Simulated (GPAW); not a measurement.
# As: optical spectrum from first principles

Aim: the dielectric function of As, and the optical constants that follow from it. The cell comes from an older database entry, whose edges can differ from later determinations, mostly by under a per cent.

Program: GPAW 26.7.0. Level of theory: DFT, PBE, plane-wave PAW (GPAW data sets), scalar-relativistic, RPA, optical limit. Results are calculated unless marked as measured.

The database entry behind the starting cell differs from later determinations by our own check (old inner coordinate), so it need not match the best structure at ambient conditions.

### Step 1. The starting structure

Symmetry: R-3m, No. 166, trigonal system. Conventional cell: a = 3.762 Å, b = 3.762 Å, c = 10.542 Å, α = 90.00°, β = 90.00°, γ = 120.00°. As has 3 As at 2.51 Å nearest.

Structure file:

```xyz
2
Lattice="1.8808 1.0859 3.5141 -1.8808 1.0859 3.5141 0.0000 -2.1718 3.5141" Properties=species:S:1:pos:R:3 pbc="T T T"
As    0.0000    0.0000    2.3825
As    0.0000    0.0000    8.1597
```

### Step 2. Bands for the response

The response needs many more empty bands than the density does.

This step: DFT, PBE, plane-wave PAW (GPAW data sets), scalar-relativistic, bands at fixed density (GPAW 26.7.0).

File nscf.py:

```python
from ase.dft.bandgap import bandgap
from gpaw import GPAW, FermiDirac

calc = GPAW('gs.gpw').fixed_density(kpts={'size': (11, 11, 11), 'gamma': True}, nbands=33, convergence={'bands': 27},
                                    occupations=FermiDirac(0.05), txt='nscf.txt')
print('gap (eV)', bandgap(calc, output=None)[0])
print('direct gap (eV)', bandgap(calc, direct=True, output=None)[0])
print('top band over the Fermi level (eV)', min(calc.get_eigenvalues(kpt=k)[26] for k in range(len(calc.get_ibz_k_points()))) - calc.get_fermi_level())
calc.write('full.gpw', mode='all')
```

Started as:

```
$ OMP_NUM_THREADS=1 python nscf.py
```

Numbers of over 12 decimals in the logs are rounded to 6 here.

Output:

```text
Diagonalizing LCAO Hamiltonian
Converting LCAO to pw mode
convergence criteria:
- Maximum integral of absolute [eigenst]ate change: 4e-08 eV^2 / valence electron
maximum number of iterations: 150

SCF iterations
|iter     |      energy | eigst |  dens |
|iter:   1||             | +3.43 |       |
|iter:   2||             | +1.79 |       |
|iter:   3||             | -0.24 |       |
|iter:   4||             | -1.58 |       |
|iter:   5||             | -3.06 |       |
|iter:   6||             | -4.20 |       |
|iter:   7||             | -5.52 |       |
|iter:   8||             | -6.52 |       |
|iter:   9||             | -7.20 |       |
|iter:  10||             | -7.71c|       |
SCF steps: 10
  __  _  _
 | _ |_)|_||  |
 |__||  | ||/\| - 26.7.0

Versions:
  Python: 3.12.14
  ASE:    3.29.0
  Numpy:  2.5.5
  Scipy:  1.18.1
  Libxc:  7.0.0

Input parameters:
  mode=PW(ecut=500.0),
  convergence={'bands': 27},
  gpts=array([24, 24, 24]),
  kpts=MonkhorstPack(size=(11, 11, 11), gamma=True),
  maxiter=150,
  nbands=33,
  occupations=Occupations(name='fermi-dirac', width=0.05, fixmagmom=False),
  parallel={},
  xc=XC(name='PBE')

--- standard output ---
gap (eV) 0.0
direct gap (eV) 0.0
top band over the Fermi level (eV) 26.969190
```

Elapsed: 3.4 min, on 1 thread of Arm Neoverse N1, shared host; peak memory 0.25 GiB.

### Step 3. Dielectric function, RPA

Local fields let the induced charge screen the field inside the cell, which as a rule lowers ε, most along directions where the density is uneven.

This step: DFT, PBE, plane-wave PAW (GPAW data sets), scalar-relativistic, RPA, optical limit (GPAW 26.7.0).

File df.py:

```python
from gpaw.response.df import DielectricFunction

df = DielectricFunction('full.gpw', frequencies={'type': 'nonlinear', 'domega0': 0.03, 'omega2': 8},
                        ecut=50,
                        eta=0.15,
                        nbands=27,
                        rate=0.05,
                        txt='df.txt')
for direction in ['x', 'z']:
    df.get_dielectric_function(xc='RPA', direction=direction, filename=f'df_{direction}.csv')
```

Started as:

```
$ OMP_NUM_THREADS=1 python df.py
```

Output:

```text
Using integrator: PointIntegrator
NonLinearFrequencyDescriptor(from 0.000 to 47.611 eV, 459 points)
Nonperiodic BCs:  [False False False]
Using integrator: PointIntegrator
NonLinearFrequencyDescriptor(from 0.000 to 47.611 eV, 459 points)
Nonperiodic BCs:  [False False False]
Using integrator: PointIntegrator

Calculating chi0 body with:
    Ground state adapter containing:
    Number of spins: 1
    Number of kpoints: 1331
    Number of irreducible kpoints: 146
    Number of completely occupied states: 4
    Number of partially occupied states: 7

    Linear response parametrization:
    q_c: [0.0, 0.0, 0.0]
    Number of frequency points: 459
    Planewave cutoff: 50.0
    Number of bands: 27
    Number of planewaves: 35
    Broadening (eta): 0.15

Integrating chi0 body.

Symmetries of q_c:
    Direct symmetries (Uq -> q): 12
    Indirect symmetries (TUq -> q): 0
In total 12 allowed symmetries.

146 groups of equivalent kpoints. 89.030804% reduction.

Integral kind: spectral function

Calculating chi0 optical extensions with:
    Ground state adapter containing:
    Number of spins: 1
    Number of kpoints: 1331
    Number of irreducible kpoints: 146
    Number of completely occupied states: 4
    Number of partially occupied states: 7

    Linear response parametrization:
    Number of frequency points: 459
    Planewave cutoff: 50.0
    Number of bands: 27
    Number of planewaves: 35
    Broadening (eta): 0.15
Integrating chi0 head and wings.

Symmetries of q_c:
    Direct symmetries (Uq -> q): 12
    Indirect symmetries (TUq -> q): 0
In total 12 allowed symmetries.

146 groups of equivalent kpoints. 89.030804% reduction.

Integral kind: spectral function wings

Calculating drude chi0 with:
    Number of frequency points:459
    Plasma frequency decay rate: 0.05 eV

    Ground state adapter containing:
    Number of spins: 1
    Number of kpoints: 1331
    Number of irreducible kpoints: 146
    Number of completely occupied states: 4
    Number of partially occupied states: 7

Symmetries of q_c:
    Direct symmetries (Uq -> q): 12
    Indirect symmetries (TUq -> q): 0
In total 12 allowed symmetries.

146 groups of equivalent kpoints. 89.030804% reduction.

Integral kind: intraband
Plasma frequency:
[[1.66-0.j 0.  -0.j 0.  +0.j]
 [0.  -0.j 1.66-0.j 0.  -0.j]
 [0.  +0.j 0.  -0.j 2.52+0.j]]
```

The job ended after 41 s (1 thread; peak memory 0.2 GiB).

Some rows of df_x.csv (energy; Re and Im without local fields; Re and Im with them):

```text
0.000000, 1157.774933, -0.000000, 1155.594742, -0.000000
0.460735, 47.693044, 14.006858, 45.288147, 13.775559
0.943989, 34.892028, 29.929807, 32.291599, 29.061539
1.451455, 22.101756, 39.332323, 20.048322, 37.321521
1.984998, -0.610897, 34.264225, -1.164288, 32.377336
2.546682, 5.113350, 27.559878, 4.503431, 24.660895
3.138794, -3.486160, 22.647619, -2.451408, 20.858693
3.763875, -7.274992, 16.733944, -6.647640, 16.082464
4.424758, -6.747975, 9.197977, -6.648562, 8.771257
5.124608, -4.922852, 7.841475, -4.710185, 7.202990
5.866977, -6.491480, 7.291401, -5.700769, 7.065580
6.655862, -4.953453, 3.692706, -4.728302, 3.626666
7.495775, -2.988378, 2.320761, -2.997321, 2.051886
8.391833, -1.860863, 2.629896, -1.675042, 2.061031
9.349861, -2.279111, 2.238252, -1.870287, 2.046602
10.376517, -1.869291, 1.402135, -1.596919, 1.333069
11.479449, -1.377105, 0.951064, -1.158012, 0.901248
12.667487, -0.994840, 0.702529, -0.834677, 0.679404
13.950874, -0.625313, 0.528815, -0.482380, 0.473673
```

The Im ε has structure finer than the step of the table below, so its rows give means over 0.25 eV, whole bins alone (the curve runs from 0.305 to 14.0 eV). Peaks (eV: height): E ∥ x 0.748: 42.6, 1.245: 45.1, 1.556: 44.2, 2.624: 25.9; E ∥ z 1.626: 25.3, 3.058: 32.1.

Sum at mesh points, not converged in k. Table of Im ε by photon energy; means over each step:

| photon energy (eV) | E ∥ x | E ∥ z |
| --- | --- | --- |
| 0.50 | 17.9 | 11.2 |
| 0.75 | 37.8 | 9.62 |
| 1.00 | 32.0 | 7.59 |
| 1.25 | 42.0 | 10.5 |
| 1.50 | 40.4 | 19.0 |
| 1.75 | 35.1 | 20.3 |
| 2.00 | 30.5 | 14.0 |
| 2.25 | 21.3 | 11.1 |
| 2.50 | 23.7 | 16.7 |
| 2.75 | 23.6 | 22.5 |
| 3.00 | 21.4 | 29.6 |
| 3.25 | 20.3 | 28.2 |
| 3.50 | 18.6 | 22.6 |
| 3.75 | 16.2 | 16.3 |
| 4.00 | 13.9 | 13.5 |
| 4.25 | 11.1 | 11.8 |
| 4.50 | 8.70 | 9.70 |
| 4.75 | 8.81 | 8.42 |
| 5.00 | 7.96 | 7.07 |
| 5.25 | 7.43 | 6.04 |
| 5.50 | 8.07 | 5.72 |
| 5.75 | 7.65 | 5.68 |
| 6.00 | 6.39 | 5.28 |
| 6.25 | 4.50 | 3.88 |
| 6.50 | 3.89 | 3.39 |
| 6.75 | 3.46 | 3.54 |
| 7.00 | 2.74 | 2.93 |
| 7.25 | 2.05 | 2.22 |
| 7.50 | 2.02 | 2.35 |
| 7.75 | 1.86 | 2.47 |
| 8.00 | 1.88 | 2.84 |
| 8.25 | 2.00 | 3.14 |
| 8.50 | 2.18 | 3.09 |
| 8.75 | 2.37 | 3.06 |
| 9.00 | 2.29 | 2.91 |
| 9.25 | 2.12 | 2.66 |
| 9.50 | 1.98 | 2.49 |
| 9.75 | 1.82 | 2.17 |
| 10.00 | 1.57 | 1.92 |
| 10.25 | 1.41 | 1.94 |
| 10.50 | 1.29 | 1.90 |
| 10.75 | 1.22 | 1.80 |
| 11.00 | 1.20 | 1.72 |
| 11.25 | 1.03 | 1.46 |
| 11.50 | 0.906 | 1.23 |
| 11.75 | 0.922 | 1.23 |
| 12.00 | 0.943 | 1.30 |
| 12.25 | 0.836 | 1.19 |
| 12.50 | 0.742 | 1.13 |
| 12.75 | 0.675 | 1.14 |
| 13.00 | 0.671 | 1.15 |
| 13.25 | 0.626 | 1.05 |
| 13.50 | 0.573 | 1.12 |
| 13.75 | 0.520 | 1.12 |

Values under 1 per cm are given as 1; sum at mesh points, not converged in k. The absorption coefficient by photon energy:

| photon energy (eV) | E ∥ x (1/cm) | E ∥ z (1/cm) |
| --- | --- | --- |
| 0.492 | 55003 | 1.1e5 |
| 1.010 | 2.5e5 | 89179 |
| 1.486 | 5.3e5 | 2.6e5 |
| 1.985 | 8.2e5 | 4.1e5 |
| 2.508 | 7.9e5 | 4.5e5 |
| 3.018 | 1.0e6 | 1.0e6 |
| 3.510 | 1.3e6 | 1.4e6 |
| 3.980 | 1.4e6 | 1.3e6 |
| 4.516 | 1.3e6 | 1.3e6 |
| 4.981 | 1.4e6 | 1.3e6 |
| 5.515 | 1.4e6 | 1.3e6 |
| 6.021 | 1.7e6 | 1.4e6 |
| 6.494 | 1.6e6 | 1.3e6 |
| 6.985 | 1.6e6 | 1.3e6 |
| 7.496 | 1.4e6 | 1.1e6 |
| 8.026 | 1.3e6 | 1.1e6 |
| 8.516 | 1.3e6 | 1.3e6 |
| 9.023 | 1.4e6 | 1.4e6 |
| 9.483 | 1.4e6 | 1.4e6 |
| 10.026 | 1.5e6 | 1.4e6 |
| 10.519 | 1.4e6 | 1.4e6 |
| 11.029 | 1.4e6 | 1.4e6 |
| 11.479 | 1.3e6 | 1.4e6 |
| 12.023 | 1.3e6 | 1.3e6 |
| 12.504 | 1.3e6 | 1.2e6 |
| 13.000 | 1.2e6 | 1.3e6 |
| 13.512 | 1.2e6 | 1.3e6 |

The reflectivity at normal incidence has structure finer than the step of the table below, so its rows give means over 0.5 eV, whole bins alone (the curve runs from 0.305 to 14.0 eV). Peaks (eV: height): E ∥ x 0.68: 62.1, 1.25: 61.9, 1.63: 63.0, 4.29: 63.0, 7.15: 68.6, 9.96: 51.8, 11.33: 52.9; E ∥ z 1.63: 52.7, 3.59: 62.5, 6.18: 57.6, 7.04: 54.0, 9.68: 41.9, 11.33: 42.8.

Sum at mesh points, not converged in k. The reflectivity at normal incidence by photon energy; means over each step:

| photon energy (eV) | E ∥ x (%) | E ∥ z (%) |
| --- | --- | --- |
| 1.0 | 59.0 | 39.8 |
| 1.5 | 60.8 | 49.2 |
| 2.0 | 58.8 | 42.5 |
| 2.5 | 54.2 | 46.7 |
| 3.0 | 56.3 | 55.7 |
| 3.5 | 58.4 | 61.2 |
| 4.0 | 60.7 | 58.9 |
| 4.5 | 58.5 | 58.3 |
| 5.0 | 55.2 | 57.0 |
| 5.5 | 53.3 | 52.0 |
| 6.0 | 62.1 | 54.3 |
| 6.5 | 63.9 | 51.8 |
| 7.0 | 66.4 | 51.6 |
| 7.5 | 62.0 | 39.6 |
| 8.0 | 52.6 | 31.0 |
| 8.5 | 43.5 | 34.3 |
| 9.0 | 45.2 | 37.7 |
| 9.5 | 47.8 | 40.3 |
| 10.0 | 51.4 | 39.8 |
| 10.5 | 51.0 | 37.8 |
| 11.0 | 50.0 | 40.0 |
| 11.5 | 50.7 | 40.8 |
| 12.0 | 46.9 | 35.0 |
| 12.5 | 49.6 | 33.8 |
| 13.0 | 46.7 | 32.1 |
| 13.5 | 46.8 | 30.3 |

The loss function −Im 1/ε at q → 0 has structure finer than the step of the table below, so its rows give means over 0.5 eV, whole bins alone (the curve runs from 0.305 to 14.0 eV). Peaks (eV: height): E ∥ z 13.34: 0.792.

Sum at mesh points, not converged in k. Loss function −Im 1/ε at q → 0 against energy loss; means over each step:

| energy loss (eV) | E ∥ x | E ∥ z |
| --- | --- | --- |
| 1.0 | 0.0153 | 0.0260 |
| 1.5 | 0.0223 | 0.0240 |
| 2.0 | 0.0355 | 0.0457 |
| 2.5 | 0.0420 | 0.0286 |
| 3.0 | 0.0463 | 0.0307 |
| 3.5 | 0.0501 | 0.0417 |
| 4.0 | 0.0563 | 0.0602 |
| 4.5 | 0.0766 | 0.0734 |
| 5.0 | 0.0914 | 0.0925 |
| 5.5 | 0.0967 | 0.121 |
| 6.0 | 0.0813 | 0.121 |
| 6.5 | 0.0959 | 0.165 |
| 7.0 | 0.102 | 0.185 |
| 7.5 | 0.152 | 0.311 |
| 8.0 | 0.233 | 0.331 |
| 8.5 | 0.290 | 0.286 |
| 9.0 | 0.268 | 0.280 |
| 9.5 | 0.269 | 0.294 |
| 10.0 | 0.276 | 0.353 |
| 10.5 | 0.323 | 0.384 |
| 11.0 | 0.363 | 0.393 |
| 11.5 | 0.429 | 0.488 |
| 12.0 | 0.503 | 0.575 |
| 12.5 | 0.548 | 0.657 |
| 13.0 | 0.690 | 0.697 |
| 13.5 | 0.806 | 0.747 |

The Im ε, E ∥ x has structure finer than the step of the table below, so its rows give means over 0.5 eV, whole bins alone (the curve runs from 0.305 to 14.0 eV). Peaks (eV: height): without local fields 0.75: 43.3, 1.21: 47.1, 1.56: 46.7, 2.62: 28.7; with local fields 0.75: 42.6, 1.25: 45.1, 1.56: 44.2, 2.62: 25.9.

Sum at mesh points, not converged in k. The Im ε, E ∥ x by photon energy; means over each step:

| photon energy (eV) | without local fields | with local fields |
| --- | --- | --- |
| 1.0 | 37.2 | 36.0 |
| 1.5 | 41.7 | 39.7 |
| 2.0 | 30.7 | 28.8 |
| 2.5 | 25.8 | 23.4 |
| 3.0 | 23.5 | 21.4 |
| 3.5 | 19.4 | 18.5 |
| 4.0 | 14.4 | 13.9 |
| 4.5 | 9.63 | 9.10 |
| 5.0 | 8.68 | 7.98 |
| 5.5 | 8.68 | 7.94 |
| 6.0 | 6.28 | 6.22 |
| 6.5 | 3.94 | 3.90 |
| 7.0 | 2.81 | 2.73 |
| 7.5 | 2.23 | 1.98 |
| 8.0 | 2.34 | 1.89 |
| 8.5 | 2.75 | 2.19 |
| 9.0 | 2.59 | 2.28 |
| 9.5 | 2.15 | 1.98 |
| 10.0 | 1.64 | 1.58 |
| 10.5 | 1.37 | 1.29 |
| 11.0 | 1.22 | 1.17 |
| 11.5 | 0.974 | 0.925 |
| 12.0 | 0.941 | 0.922 |
| 12.5 | 0.744 | 0.742 |
| 13.0 | 0.692 | 0.664 |
| 13.5 | 0.587 | 0.573 |

At chosen wavelengths:

| wavelength (nm) | n x | k x | R (%) x | 1/α x | n z | k z | R (%) z | 1/α z |
| --- | --- | --- | --- | --- | --- | --- | --- | --- |
| 1550 | 6.29 | 3.027 | 59.6 | 41 nm | 3.65 | 1.214 | 36.8 | 102 nm |
| 800 | 5.57 | 3.944 | 62.1 | 16 nm | 5.21 | 2.170 | 51.8 | 29 nm |
| 633 | 4.12 | 4.073 | 61.5 | 12 nm | 3.65 | 2.102 | 43.9 | 24 nm |
| 532 | 3.58 | 2.986 | 52.1 | 14 nm | 4.29 | 1.405 | 42.7 | 30 nm |
| 405 | 3.14 | 3.421 | 56.5 | 9.4 nm | 4.48 | 3.581 | 58.2 | 9.0 nm |
| 248 | 1.47 | 2.723 | 56.5 | 7.2 nm | 1.34 | 2.655 | 57.3 | 7.4 nm |
| 193 | 0.84 | 2.415 | 63.6 | 6.4 nm | 0.87 | 2.007 | 53.8 | 7.7 nm |

A polished face would reflect 48 % of daylight and look faintly violet (CIE x = 0.310, y = 0.314 under D65).

### Step 4. Results

At this level (PBE, RPA) As is a metal. The mesh is too coarse to trust the carriers' weight, the reflectivity or the colour to better than tens of per cent. A polished face would reflect 48 % of daylight and look faintly violet (CIE x = 0.310, y = 0.314 under D65). The carriers' damping of 0.05 eV is typed, not computed; it shapes the response at the lowest energies. GPAW's carrier term has the form −ωp²/(ω + i·rate)², which damps like twice the rate and fails at low energy, so the curves leave the lowest energies out. The sum runs over mesh points 0.18 Å⁻¹ apart with no interpolation, so peaks are partly noise of the mesh, and the Drude plasma energy, a sum over the Fermi surface, isn't converged.

[Machine, clock and banner lines and Python warnings are left out of the logs.]

[Logs are printed without paths, hosts, clocks, repeated set-up lines and the standing remarks that a program may print on its own settings, such as how far it seeks lower states.]

[Hosts, paths, dates, database ids (printed as entryN), source tags and the programs' standing remarks are cut or masked in the printed files.]
